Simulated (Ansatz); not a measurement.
# Quasiparticle gap of MoSSe/WS2 (van der Waals superlattice) (P3m1), part 3 of 3

Wanted: the gap of MoSSe/WS2 (van der Waals superlattice) (P3m1) with a many-body correction, and the time that it takes.

Ansatz 0.2.0; PBEsol, then G0W0 on it, plane waves, PAW. Known limits of the many-body steps: finite bands, screening cutoff and k mesh; no spin-orbit coupling in G0W0.

So far. Step 3 (The PBEsol band structure): Over mesh and path the gap is 0.508 eV, from k = Γ to k = (0.200, 0.200, 0.000). The least direct gap found is 1.847 eV, at k = (0.333, 0.333, 0.500). The pressure in this cell is 4 GPa; the cell is kept. Step 4 (One-shot GW): Over 17 of 24 irreducible mesh points the G0W0 gap is 1.009 eV, from k = Γ to k = (0.111, 0.222, 0.000). The PBEsol gap of this run on the mesh is 0.609 eV. The relaxed cell has a = 3.147, c = 11.795 Å (conventional setting).

The structure was built from a prototype and need not be the compound's stable phase.

In doubt: masses and optical values from hybrid runs of this build are listed as unsure (in some of the runs), which bears on the screening that GW takes from such a start.

## 5. Spin-orbit coupling in PBEsol

This run has two-component orbitals with spin-orbit coupling.

This step: DFT, PBEsol with spin-orbit coupling, plane waves, PAW; PAW set soft_1.

File input.yaml:

```yaml
crystal:
  lattice:
    - [3.1465192881, 0.0, 0.0]
    - [-1.573259644, 2.724965637, 0.0]
    - [0.0, 0.0, 11.7951878716]
  atoms:
    - { symbol: Mo, position: [0.3333333333, 0.6666666667, 0.260223358] }
    - { symbol: S, position: [0.6666666667, 0.3333333333, 0.3902662223] }
    - { symbol: Se, position: [0.6666666667, 0.3333333333, 0.1150677766] }
    - { symbol: W, position: [0.0, 0.0, 0.7488498471] }
    - { symbol: S, position: [0.3333333333, 0.6666666667, 0.880967243] }
    - { symbol: S, position: [0.3333333333, 0.6666666667, 0.6165968216] }
kpoints:
  mp_grid: { grid: [12, 12, 2] }
  band_path:
    path:
      - [0.0, 0.0, 0.0]
      - [0.5, 0.0, 0.0]
      - [0.33333333, 0.33333333, 0.0]
      - [0.0, 0.0, 0.5]
      - [0.5, 0.0, 0.5]
      - [0.33333333, 0.33333333, 0.5]
      - [0.199999998, 0.199999998, 0.0]
    npoints: 1
hamiltonian:
  xc: pbesol
  pseudopotentials: { kind: paw_fr, azcp: { folder: soft_1 }, xc_functional: pbe }
scf:
  occupations: { method: fermi_dirac, width: 0.02 }
  n_extra_bands: 12
magnetization:
  noncollinear: true
  spin_orbit: true
output:
  eigenvalues: true
  forces: true
  stress: true
```

Launch:

```sh
ansatz run input.yaml --threads 2 --pin off --max-ram 92160MiB --backend cuda --events-out ev --progress --plain --runs-dir out --devices 1 --max-vram 13GiB
```

Numbers of over 12 decimals in the logs are rounded to 6 here.

Output:

```text
[...]
GPUs: using 1 of 1 available (devices: 1).
[...]
non-collinear run that drives no moment, with spin-orbit: no starting moment large enough to seed its density (crystal.atoms[].spin), no starting occupations that ask for one, no magnetisation constraint and no magnetic field, so the semilocal B_xc is pinned to zero
[...]
GPU FFT provider: cuFFT
GPU libraries: cuBLAS 13.8.2, cuFFT 12.4.0, cuSOLVER 12.3.4
Crystal: 6 atoms, lattice volume = 101.134 Å³
Basis set: ecut = 420 eV, 1971 PW (Γ), exchange–correlation on 48×48×160 points (8 copies of the dense FFT grid, shifted against one another)
Bands: 74, of which v1, the nominal top of the filled ones, is band 62 counted from 1 (61 counted from 0)
Symmetry: 6 space group operations + 6 with time reversal
[...]
k-points: 38 of 288 (time reversal used)
Projection manifold: j_resolved (fully-relativistic pseudo-atomic orbitals)
[...]
GPU buffer pool allocated for 46080 grid points (all kernels)
[...]
SCF iter   1: F=—  HF=-23266.346017 eV  |F-HF|=—  |Δ(HF+E_count)|=         —  Δρ=4.91e-2  dr2=1.03e1  dr2_m=0.00e0 (ungated)  ethr=3.10e-3  |M|=0.00e0 ∫|m|=0.00e0 μB  |m|>n=0.0e0 m-floor=0.0e0 τ_xc=0.0e0  β_m=0.30  ⟨swp⟩=8.0  Hψ=15076  notcnv=0  defer=2
[...]
spin=Noncollinear: Kerker preconditioning applied to the charge; magnetization (m_x, m_y, m_z) channels mix plain (no charge-response kernel on spin).
[...]
site 0: m = (+0.0000, +0.0000, +0.0000) μB, |m| = 0.0000 μB  (R = 0.98 Å)
  site 1: m = (+0.0000, +0.0000, +0.0000) μB, |m| = 0.0000 μB  (R = 0.98 Å)
  site 2: m = (+0.0000, +0.0000, +0.0000) μB, |m| = 0.0000 μB  (R = 1.03 Å)
  site 3: m = (+0.0000, +0.0000, +0.0000) μB, |m| = 0.0000 μB  (R = 0.99 Å)
  site 4: m = (+0.0000, +0.0000, +0.0000) μB, |m| = 0.0000 μB  (R = 0.99 Å)
  site 5: m = (+0.0000, +0.0000, +0.0000) μB, |m| = 0.0000 μB  (R = 0.99 Å)
Free energy (F): -23264.535523 eV
[...]
Internal energy: -23264.535523 eV  (E = F + TS)
E sigma→0 (E₀):  -23264.535523 eV
Entropy (-TS):   -0.000000 eV (-0.000 meV/atom)
Fermi energy:    13.556520 eV
[...]
--- Forces (eV/Å), atoms counted from 1 ---
  atom   1  Mo    -0.00000000     0.00000000    -0.00153121
  atom   2  S      0.00000000    -0.00000000    -0.00759105
  atom   3  Se     0.00000000    -0.00000000     0.00627086
  atom   4  W     -0.00000000     0.00000000     0.00303372
  atom   5  S      0.00000000     0.00000000    -0.01644840
  atom   6  S      0.00000000     0.00000000     0.01619255
  max |Σ_I F_I| component: 7.35e-5 eV/Å
--- Stress (GPa, compression-positive) ---
        4.113973      -0.000000       0.000000
       -0.000000       4.113973      -0.000000
        0.000000      -0.000000       4.283505
  P = ⅓ Tr σ = 4.1705 GPa (41.705 kbar)
--- Band table (eV; the first three rows and the last of 38) ---
  k-point 0: bands = [... 58 lower, 12.2749, 12.2749, 13.3226, 13.3226, 15.1838, 15.1838, 15.2575, 15.2575, ... 8 higher]
  k-point 1: bands = [... 58 lower, 12.7971, 12.7971, 13.2307, 13.2307, 15.1880, 15.1880, 15.2517, 15.2517, ... 8 higher]
  k-point 2: bands = [... 58 lower, 12.3121, 12.3343, 13.0355, 13.0359, 15.1343, 15.1564, 15.2254, 15.2516, ... 8 higher]
  k-point 37: bands = [... 58 lower, 12.2465, 12.3211, 12.4846, 12.6656, 14.2476, 14.2816, 14.3038, 14.3206, ... 8 higher]
[key lines of the parts left out:]
SCF converged after 15 iterations
Magnetization: |M| = 0.0000 μB,  M = (+0.0000, +0.0000, +0.0000) μB
```

Run time: 16 s. Hardware: 1 × NVIDIA H100 80GB HBM3 (shared by 6 runs) with 2 threads of AMD EPYC 7R13 (Zen 3), shared host; peak memory 1.1 GiB; 19 s of CPU time.

Numbers from this step:

| Property | Result |
| --- | --- |
| pressure | 4.170 GPa |
| gap | 0.4481 eV |
| valence top at | Γ |
| conduction bottom at | k = (0.200, 0.200, 0.000) |
| least direct gap | 1.582 eV |

Over mesh and listed points the gap is 0.448 eV, from k = Γ to k = (0.200, 0.200, 0.000). The least direct gap found is 1.582 eV, at k = (0.333, 0.333, 0.500). The pressure in this cell is 4 GPa; the cell is kept. PBEsol+SOC against PBEsol: 0.448 − 0.508 = −0.060 eV, with the same mesh, set of files (read in its fully relativistic form for the spin-orbit run) and cutoff, and both edges at the same k points. The spin-orbit run sees mesh and listed points alone, so its gap is an upper bound: the coupling can move an edge off these points, the more so as this crystal has no centre of inversion, and the change over the zone, its sign included where it is small, is not known.

## 6. The runs together

Each gap is the least one over the points named; times are wall times on shared hosts, not benchmarks. A G0W0 time includes the run's own self-consistent start. Runs with listed points see these and the mesh alone, so an edge that moves elsewhere is missed. Rows marked * are further runs, not shown as steps, whose inputs differ from the G0W0 step on the same start in the columns given; solver thresholds can differ too.

| level | mesh | files, cutoff | bands summed, screening | points | gap (eV) | valence top | conduction bottom | least direct gap (eV) | time |
| --- | --- | --- | --- | --- | --- | --- | --- | --- | --- |
| PBEsol | 12×12×2 | soft_1 PAW, 420 eV | - | mesh and path | 0.508 | Γ | (0.200, 0.200, 0.000) | 1.847 | 7.5 s |
| PBEsol+SOC | 12×12×2 | soft_1 PAW, 420 eV | - | mesh and listed points | 0.448 | Γ | (0.200, 0.200, 0.000) | 1.582 | 16 s |
| G0W0@PBEsol* | 9×9×2 | soft_1 PAW, 420 eV | 137, 60 eV | 17 of 24 irreducible mesh points | 0.912 | Γ | (0.111, 0.222, 0.000) | 2.201 | 31 s |
| G0W0@PBEsol | 9×9×2 | soft_1 PAW, 420 eV | 452, 150 eV | 17 of 24 irreducible mesh points | 1.009 | Γ | (0.111, 0.222, 0.000) | 2.156 | 2.2 min |

## 7. What came out

- PBEsol gap over mesh and path: 0.508 eV, from k = Γ to k = (0.200, 0.200, 0.000)
- G0W0@PBEsol gap over 17 of 24 irreducible mesh points: 1.009 eV, from k = Γ to k = (0.111, 0.222, 0.000)
- PBEsol+SOC gap over mesh and listed points: 0.448 eV
- GW settings: 9×9×2 mesh, 421 empty bands, screening to 150 eV, PAW set soft_1 files
- known limits: finite bands, screening cutoff and k mesh; no spin-orbit coupling in G0W0

Over 17 of 24 irreducible mesh points the G0W0 gap is 1.009 eV, from k = Γ to k = (0.111, 0.222, 0.000). The PBEsol gap of this run on the mesh is 0.609 eV. The two states that bound the G0W0 gap lie that far apart at the start, so the correction of the gap is 1.009 − 0.609 = +0.400 eV. The valence state moves by 13.204 − 13.311 = −0.107 eV and the conduction state by 14.214 − 13.920 = +0.294 eV, on the run's own scale; with 137 bands the edge states move by +0.460 and +0.763 eV, so the split between the edges depends on the bands and cutoff. Over mesh and path, PBEsol puts the conduction bottom at k = (0.200, 0.200, 0.000), where no G0W0 correction was computed. The G0W0 gap over the whole zone is therefore not known from this run; at its settings it can only be equal to or under the 1.009 eV found, and no correction is carried over from another point. For the start itself the gap is 0.508 eV over mesh and path and 0.609 eV on the mesh of the G0W0 run, in runs that differ in mesh (12×12×2 and 9×9×2). From 137 bands and 60 eV to 452 bands and 150 eV the gap moves by 1.009 − 0.912 = +0.097 eV; bands and screening cutoff rise together, so their parts are not told apart. Two runs can't test a law of convergence, so the limit is not known. G0W0 on other starts in this series, not shown as steps and not all at these settings: 1.129 eV on HSE06 (9×9×2, soft_1 PAW, 227 bands, 90 eV). PBEsol+SOC against PBEsol: 0.448 − 0.508 = −0.060 eV, with the same mesh, set of files (read in its fully relativistic form for the spin-orbit run) and cutoff, and both edges at the same k points. The spin-orbit run sees mesh and listed points alone, so its gap is an upper bound: the coupling can move an edge off these points, the more so as this crystal has no centre of inversion, and the change over the zone, its sign included where it is small, is not known. What spin-orbit coupling does to the G0W0 levels was not computed, so no sum with the G0W0 gap is formed. For the G0W0 step: the program's warnings for this run: metallic iterate. For the further run with 137 bands on the 9×9×2 mesh, the program warns: metallic iterate. The G0W0 runs are scalar-relativistic. No pair of G0W0 runs that differ in the mesh alone is shown (9×9×2 is a supercell whose nearest images lie 24 Å apart), so the error from the mesh is not known here. G0W0 is shown with one set of atomic data (soft_1 PAW), so the error from the files is not known here.

[Paths, hosts, dates, memory and timing lines, banners, echoed tables and standing remarks are left out of the program output.]

[Logs are printed without paths, hosts, clocks, repeated set-up lines and the standing remarks that a program may print on its own settings, such as how far it seeks lower states.]

[Runs of the session that timed out or met a known fault of the program may be left out.]

[Cells called generated may have been cut or substituted from an entry of the Crystallography Open Database or the Materials Project.]

[Hosts, paths, dates, database ids (printed as entryN), source tags and the programs' standing remarks are cut or masked in the printed files.]

[Where an RPA ε∞ is given, it is that of the G0W0 mesh and is not shown converged in it. Names of k-points follow the symmetry that the program found, which can be lower than the space group named. Band edges on a path are those of the sampled points; other points can move an edge, and change direct to indirect where valleys lie close.]

[Hybrid gaps are those of their k-mesh and are not shown converged in it.]
